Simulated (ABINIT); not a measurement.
# HgTe (Pm-3m): from the cell to the phonon bands, part 3 of 3

How does HgTe (Pm-3m) vibrate, and is this structure a minimum?

ABINIT 10.8.3; DFT LDA, scalar-relativistic, plane waves, PseudoDojo norm-conserving pseudopotentials.

So far. Step 6 (Self-consistent run for the response): The cell stands at -0.40 GPa: the relaxation ran with a smoothed and higher cutoff, and the difference is a stress of the finite basis. Step 7 (Linear response at Γ): The acoustic modes at Γ come out as far as 4.5 cm⁻¹ from zero, where they should vanish, a small numerical error. The relaxed cell has a = 3.679 Å (conventional setting).

The structure was built from a prototype and need not be the compound's stable phase.

## Step 9: Interpolated phonon bands

anaddb transforms the dynamical matrices to force constants and back along the path; points of the mesh come back as solved, but for the sum rule and, in polar crystals, the LO-TO term at Γ; the rest is interpolation.

Contents of anaddb.abi:

```
ddb_filepath "all_DDB"
output_file "anaddb.abo"
outdata_prefix "anaddb"
ifcflag 1
ngqpt 2 2 2
nqshft 1
q1shft 0.0 0.0 0.0
asr 1
chneut 0
dipdip 0
dipquad 0
quadquad 0
enunit 0
eivec 0
nph1l 62
qph1l 
    0.0 0.0 0.0 1.0
    0.0 0.05 0.0 1.0
    0.0 0.1 0.0 1.0
    0.0 0.15 0.0 1.0
    0.0 0.2 0.0 1.0
    0.0 0.25 0.0 1.0
    0.0 0.3 0.0 1.0
    0.0 0.35 0.0 1.0
    0.0 0.4 0.0 1.0
    0.0 0.45 0.0 1.0
    0.0 0.5 0.0 1.0
    0.05 0.5 0.0 1.0
    0.1 0.5 0.0 1.0
    0.15 0.5 0.0 1.0
    0.2 0.5 0.0 1.0
    0.25 0.5 0.0 1.0
    0.3 0.5 0.0 1.0
    0.35 0.5 0.0 1.0
    0.4 0.5 0.0 1.0
    0.45 0.5 0.0 1.0
    0.5 0.5 0.0 1.0
    0.45 0.45 0.0 1.0
    0.4 0.4 0.0 1.0
    0.35 0.35 0.0 1.0
    0.3 0.3 0.0 1.0
    0.25 0.25 0.0 1.0
    0.2 0.2 0.0 1.0
    0.15 0.15 0.0 1.0
    0.1 0.1 0.0 1.0
    0.05 0.05 0.0 1.0
    0.0 0.0 0.0 1.0
    0.05 0.05 0.05 1.0
    0.1 0.1 0.1 1.0
    0.15 0.15 0.15 1.0
    0.2 0.2 0.2 1.0
    0.25 0.25 0.25 1.0
    0.3 0.3 0.3 1.0
    0.35 0.35 0.35 1.0
    0.4 0.4 0.4 1.0
    0.45 0.45 0.45 1.0
    0.5 0.5 0.5 1.0
    0.45 0.5 0.45 1.0
    0.4 0.5 0.4 1.0
    0.35 0.5 0.35 1.0
    0.3 0.5 0.3 1.0
    0.25 0.5 0.25 1.0
    0.2 0.5 0.2 1.0
    0.15 0.5 0.15 1.0
    0.1 0.5 0.1 1.0
    0.05 0.5 0.05 1.0
    0.0 0.5 0.0 1.0
    0.5 0.5 0.5 1.0
    0.5 0.5 0.45 1.0
    0.5 0.5 0.4 1.0
    0.5 0.5 0.35 1.0
    0.5 0.5 0.3 1.0
    0.5 0.5 0.25 1.0
    0.5 0.5 0.2 1.0
    0.5 0.5 0.15 1.0
    0.5 0.5 0.1 1.0
    0.5 0.5 0.05 1.0
    0.5 0.5 0.0 1.0
```

Contents of mrgddb.in:

```
all_DDB
merged
4
dfpt_gammao_DDB
dfpt_qo_DS1_DDB
dfpt_qo_DS2_DDB
dfpt_qo_DS3_DDB
```

Command:

```sh
mrgddb < mrgddb.in > mrgddb.log
OMP_NUM_THREADS=1 anaddb anaddb.abi > anaddb.log
```

anaddb.abo, the main output file:

```text
[banners, grids, parts of the stress and lines that vanish by symmetry left out]
-outvars_anaddb: echo values of input variables ----------------------

 Flags :
[...]
Phonon wavevector (reduced coordinates) :  0.00000  0.00000  0.00000
 Phonon energies in Hartree :
[...]
Phonon frequencies in cm-1    :
-  0.000000E+00  0.000000E+00  0.000000E+00  6.868623E+01  6.868623E+01
-  6.868623E+01
[...]
Phonon wavevector (reduced coordinates) :  0.00000  0.05000  0.00000
 Phonon energies in Hartree :
[...]
Phonon frequencies in cm-1    :
- -4.853547E+00 -4.853547E+00  8.575253E+00  6.793587E+01  6.793587E+01
-  6.881122E+01
[...]
Phonon wavevector (reduced coordinates) :  0.00000  0.10000  0.00000
 Phonon energies in Hartree :
[...]
Phonon frequencies in cm-1    :
- -9.790758E+00 -9.790758E+00  1.699778E+01  6.573970E+01  6.573970E+01
-  6.915835E+01
[...]
Phonon wavevector (reduced coordinates) :  0.00000  0.15000  0.00000
 Phonon energies in Hartree :
[...]
Phonon frequencies in cm-1    :
- -1.489747E+01 -1.489747E+01  2.511891E+01  6.227293E+01  6.227293E+01
-  6.964852E+01
[...]
Phonon wavevector (reduced coordinates) :  0.00000  0.20000  0.00000
 Phonon energies in Hartree :
[...]
Phonon frequencies in cm-1    :
- -2.024339E+01 -2.024339E+01  3.279775E+01  5.785936E+01  5.785936E+01
-  7.016341E+01
[...]
Phonon wavevector (reduced coordinates) :  0.00000  0.25000  0.00000
 Phonon energies in Hartree :
[...]
Phonon frequencies in cm-1    :
- -2.581667E+01 -2.581667E+01  3.990416E+01  5.299453E+01  5.299453E+01
-  7.056236E+01
  Phonon wavevector (reduced coordinates) :  0.00000  0.30000  0.00000
 Phonon energies in Hartree :
[...]
Phonon frequencies in cm-1    :
- -3.141155E+01 -3.141155E+01  4.631956E+01  4.829716E+01  4.829716E+01
-  7.070132E+01
  Phonon wavevector (reduced coordinates) :  0.00000  0.35000  0.00000
 Phonon energies in Hartree :
[...]
Phonon frequencies in cm-1    :
- -3.657328E+01 -3.657328E+01  4.433353E+01  4.433353E+01  5.193233E+01
-  7.045519E+01
  Phonon wavevector (reduced coordinates) :  0.00000  0.40000  0.00000
 Phonon energies in Hartree :
[...]
Phonon frequencies in cm-1    :
- -4.072985E+01 -4.072985E+01  4.143564E+01  4.143564E+01  5.661332E+01
-  6.975604E+01
  Phonon wavevector (reduced coordinates) :  0.00000  0.45000  0.00000
 Phonon energies in Hartree :
[...]
Phonon frequencies in cm-1    :
- -4.340706E+01 -4.340706E+01  3.970249E+01  3.970249E+01  6.010416E+01
-  6.871497E+01
  Phonon wavevector (reduced coordinates) :  0.00000  0.50000  0.00000
 Phonon energies in Hartree :
[...]
Phonon frequencies in cm-1    :
- -4.432841E+01 -4.432841E+01  3.912863E+01  3.912863E+01  6.158703E+01
-  6.805891E+01
  Phonon wavevector (reduced coordinates) :  0.05000  0.50000  0.00000
 Phonon energies in Hartree :
[...]
Phonon frequencies in cm-1    :
- -4.549988E+01 -4.265685E+01  3.783275E+01  3.913227E+01  6.215746E+01
-  6.958196E+01
  Phonon wavevector (reduced coordinates) :  0.10000  0.50000  0.00000
 Phonon energies in Hartree :
[...]
Phonon frequencies in cm-1    :
- -4.874047E+01 -3.774547E+01  3.471770E+01  3.914283E+01  6.399598E+01
-  7.339339E+01
  Phonon wavevector (reduced coordinates) :  0.15000  0.50000  0.00000
 Phonon energies in Hartree :
[...]
Phonon frequencies in cm-1    :
- -5.339752E+01 -2.993069E+01  3.105920E+01  3.915927E+01  6.740111E+01
-  7.825600E+01
[...]
Phonon wavevector (reduced coordinates) :  0.40000  0.50000  0.40000
 Phonon energies in Hartree :
[...]
Phonon frequencies in cm-1    :
-  4.129830E+01  4.511371E+01  5.615678E+01  6.112699E+01  7.317890E+01
-  7.805847E+01
  Phonon wavevector (reduced coordinates) :  0.35000  0.50000  0.35000
 Phonon energies in Hartree :
[...]
Phonon frequencies in cm-1    :
-  2.490250E+01  3.747438E+01  5.400515E+01  5.433090E+01  7.502324E+01
-  8.352356E+01
  Phonon wavevector (reduced coordinates) :  0.30000  0.50000  0.30000
 Phonon energies in Hartree :
[...]
Phonon frequencies in cm-1    :
- -1.930506E+01  3.053322E+01  4.395496E+01  5.195149E+01  7.527505E+01
-  8.700882E+01
  Phonon wavevector (reduced coordinates) :  0.25000  0.50000  0.25000
 Phonon energies in Hartree :
[...]
Phonon frequencies in cm-1    :
- -3.419427E+01  2.519319E+01  3.006885E+01  4.919694E+01  7.411690E+01
-  8.802855E+01
  Phonon wavevector (reduced coordinates) :  0.20000  0.50000  0.20000
 Phonon energies in Hartree :
[...]
Phonon frequencies in cm-1    :
- -4.132783E+01 -7.553789E+00  2.296789E+01  4.629818E+01  7.180580E+01
-  8.642538E+01
  Phonon wavevector (reduced coordinates) :  0.15000  0.50000  0.15000
 Phonon energies in Hartree :
[...]
Phonon frequencies in cm-1    :
- -4.451592E+01 -2.944375E+01  2.498110E+01  4.353555E+01  6.870091E+01
-  8.242633E+01
[...]
Phonon wavevector (reduced coordinates) :  0.50000  0.50000  0.05000
 Phonon energies in Hartree :
[...]
Phonon frequencies in cm-1    :
- -7.747504E+01  2.317126E+01  2.317126E+01  3.982948E+01  1.002359E+02
-  1.002359E+02
  Phonon wavevector (reduced coordinates) :  0.50000  0.50000  0.00000
 Phonon energies in Hartree :
[...]
Phonon frequencies in cm-1    :
- -7.915260E+01  2.253589E+01  2.253589E+01  3.927704E+01  1.007279E+02
-  1.007279E+02
-
```

Wall time 0.5 s (1 thread of Arm Neoverse V2, shared host).

This step gave:

```
lowest frequency on the path : -79.15 cm⁻¹
```

Anaddb. The phonon branches at the labelled points (cm⁻¹):

```csv
point,branch 1,branch 2,branch 3,branch 4,branch 5,branch 6
Γ,0,0,0,69,69,69
halfway,-26,-26,40,53,53,71
X,-44,-44,39,39,62,68
halfway,-64,3,25,39,79,88
M,-79,22,22,39,101,101
halfway,-47,-21,43,44,63,79
Γ,0,0,0,69,69,69
halfway,-9,-9,3,68,68,68
R,58,58,58,67,67,67
halfway,-34,25,30,49,74,88
X,-44,-44,39,39,62,68
jump to R,58,58,58,67,67,67
halfway,-30,36,36,49,89,89
M,-79,22,22,39,101,101
```

The phonon branches as a text plot (rows in cm⁻¹):

```
     97 |            *****                                    ***
     89 |           **    *                        ***       *
     82 |         ***     ****                    *   *    **
     74 |          *       ** **         *****  ****** **
     67 |**********             *****************     ** **
     59 |  *   ***           * **   *  *      ****      ***
     52 |   ***               *              *  * ***     ****
     44 |    **            ***       **     *    * * ***   *  **
     37 |   *  **************  *           **     *     **  **  *
     29 |         **     **         *  *           **  *    * *
     22 |  *        *****       *        **       * ***        **
     14 | *         *    *       * *       *
      7 |*                *
      0 |                         *     *
     -8 |**                      * *    *            *
    -15 |  *               **  **   *    **
    -23 |   *      *         ***     ***           *
    -30 |    *    *                                 * *      *
    -38 |     *               *                      * *
    -45 |      ***           *                        ****
    -53 |         *
    -60 |          *       **                                 *
    -68 |           *     *
    -75 |            *****                                     **
         Γ      X      M          Γ            R        X|R     M
```

The path dips to 79i cm⁻¹.

## Step 10: Density of states

Sums over the zone need many more wavevectors than were solved, so the interpolation is sampled on a dense mesh.

Contents of anaddb.abi:

```
ddb_filepath "all_DDB"
output_file "anaddb.abo"
outdata_prefix "anaddb"
ifcflag 1
ngqpt 2 2 2
nqshft 1
q1shft 0.0 0.0 0.0
asr 1
chneut 0
dipdip 0
dipquad 0
quadquad 0
prtdos 2
ng2qpt 12 12 12
dosdeltae 4.5563e-06
ntemper 11
temperinc 100.0
tempermin 0.0
```

Command:

```sh
OMP_NUM_THREADS=1 anaddb anaddb.abi > anaddb.log
```

anaddb.abo, the main output file:

```text
-outvars_anaddb: echo values of input variables ----------------------

 Flags :
     ifcflag         1
 Miscellaneous information :
         asr         1
      chneut         0
 Interatomic Force Constants Inputs :
      dipdip         0
     dipquad         0
    quadquad         0
      ifcana         0
      ifcout         0
 Description of grid 1 :
        brav         1
       ngqpt         2         2         2
      nqshft         1
      q1shft
                     0.00000000E+00  0.00000000E+00  0.00000000E+00
 Phonon DOS information :
   dosdeltae  4.55630000E-06
    dossmear  4.55633525E-06
 Description of grid 2 (Fourier interp. or BZ sampling):
      ng2qpt        12        12        12
      ngrids         4
      q2shft         0.00000000E+00  0.00000000E+00  0.00000000E+00

================================================================================

 read the DDB information and perform some checks

  ==== Info on the Cryst% object ====
 Real(R)+Recip(G) space primitive vectors, cartesian coordinates (Bohr,Bohr^-1):
 R(1)=  6.9519702  0.0000000  0.0000000  G(1)=  0.1438441  0.0000000  0.0000000
 R(2)=  0.0000000  6.9519702  0.0000000  G(2)=  0.0000000  0.1438441  0.0000000
 R(3)=  0.0000000  0.0000000  6.9519702  G(3)=  0.0000000  0.0000000  0.1438441
 Unit cell volume ucvol=  3.3598796E+02 bohr^3
 Angles (23,13,12)=  9.00000000E+01  9.00000000E+01  9.00000000E+01 degrees
 Time-reversal symmetry is present
 Reduced atomic positions [iatom, xred, symbol]:
    1)    0.0000000  0.0000000  0.0000000  Hg
    2)    0.5000000  0.5000000  0.5000000  Te

 DDB file with 4 blocks has been read.

================================================================================

 Calculation of the interatomic forces

       Homogeneous q point set in the B.Z.
 Grid q points  :        8
  1)   0.00000000E+00  0.00000000E+00  0.00000000E+00
  2)   5.00000000E-01  0.00000000E+00  0.00000000E+00
  3)   0.00000000E+00  5.00000000E-01  0.00000000E+00
  4)   5.00000000E-01  5.00000000E-01  0.00000000E+00
  5)   0.00000000E+00  0.00000000E+00  5.00000000E-01
  6)   5.00000000E-01  0.00000000E+00  5.00000000E-01
  7)   0.00000000E+00  5.00000000E-01  5.00000000E-01
  8)   5.00000000E-01  5.00000000E-01  5.00000000E-01

 The interatomic forces have been obtained

================================================================================

 Calculation of phonon density of states

 Average speed of sound partial sums:    -0.3980958652E-04 (at units)
-                                   =          -0.0871 [km/s]

 Debye frequency from partial sums:    -0.2232013178E-04 (Ha)
-                                 =    -0.1468594122E+00 (THz)
-Debye temperature from partial sums:    -0.7048140168E+01 (K)

 Average speed of sound:     0.6556102188E-04 (at units)
-                      =           0.1434 [km/s]

 Debye frequency from DOS:     0.3675824786E-04 (Ha)
-                        =     0.2418576524E+00 (THz)
-Debye temperature from DOS:     0.1160733663E+02 (K)

-
```

Wall time 0.53 s (1 thread).

Numbers from this step:

| Property | Result |
| --- | --- |
| share of modes beyond 3i cm⁻¹ on the dense interpolated mesh | 0.2422 |

The phonon density of states has structure finer than the step of the table below, so its rows give means over 5 cm⁻¹, whole bins alone (the curve runs from -109 to 131 cm⁻¹). Peaks (cm⁻¹: height): -22.1: 0.0483, 26.9: 0.105, 40.9: 0.111, 77.8: 0.0814.

Tetrahedra. Table of phonon density of states by wavenumber; means over each step:

```csv
wavenumber (cm⁻¹),phonon density of states (1/cm⁻¹/cell)
-85,0
-80,1.9e-4
-75,0.00433
-70,0.00784
-65,0.0103
-60,0.0132
-55,0.0159
-50,0.0209
-45,0.0280
-40,0.0260
-35,0.0257
-30,0.0280
-25,0.0341
-20,0.0366
-15,0.0190
-10,0.0120
-5,0.00897
0,0.00825
5,0.00834
10,0.00926
15,0.0130
20,0.0218
25,0.0818
30,0.0625
35,0.0433
40,0.0773
45,0.0725
50,0.0586
55,0.0499
60,0.0420
65,0.0326
70,0.0496
75,0.0731
80,0.0700
85,0.0638
90,0.0435
95,0.0236
100,0.00474
105,0
```

## Step 11: What came out

* space group after relaxation: Pm-3m
* volume per atom: 24.9 Å³
* highest optical zone-centre mode (no LO-TO term): 68.8 cm⁻¹
* q mesh: 2×2×2
* lowest mode on the q mesh (acoustic ones at the zone centre apart): -79.1 cm⁻¹
* imaginary modes on the q mesh: yes

**Reading.** HgTe (Pm-3m) is unstable: a mode solved on the 2×2×2 mesh is imaginary, 79i cm⁻¹; its spectrum reaches 101 cm⁻¹. At the LDA level the optical modes of HgTe (Pm-3m) at the zone centre lie at 69 cm⁻¹. The base run prints -0.40 GPa, mostly the error of a finite basis; the relaxation, with a smoothed and higher cutoff, had brought the cell to rest. The most unstable solved mode lies at q = (0.5, 0.5, 0), on the zone boundary, so the distortion that it points to doubles the cell. These are harmonic frequencies at zero temperature: anharmonic shifts and linewidths and thermal expansion are left out. Spin-orbit coupling is left out, which can matter for the heavy elements here. In a metal the frequencies hang on the k mesh and the smearing, most of all near Kohn anomalies. The q mesh stands for a supercell only 7.4 Å across, so branches between the solved wavevectors are rough. The structure is a hypothetical one, built on a prototype.

[Host names and launcher messages were left out of these logs when they were recorded.]

[Logs are printed without paths, hosts, clocks, repeated set-up lines and the standing remarks that a program may print on its own settings, such as how far it seeks lower states.]

[Hosts, paths, dates, database ids (printed as entryN), source tags and the programs' standing remarks are cut or masked in the printed files.]
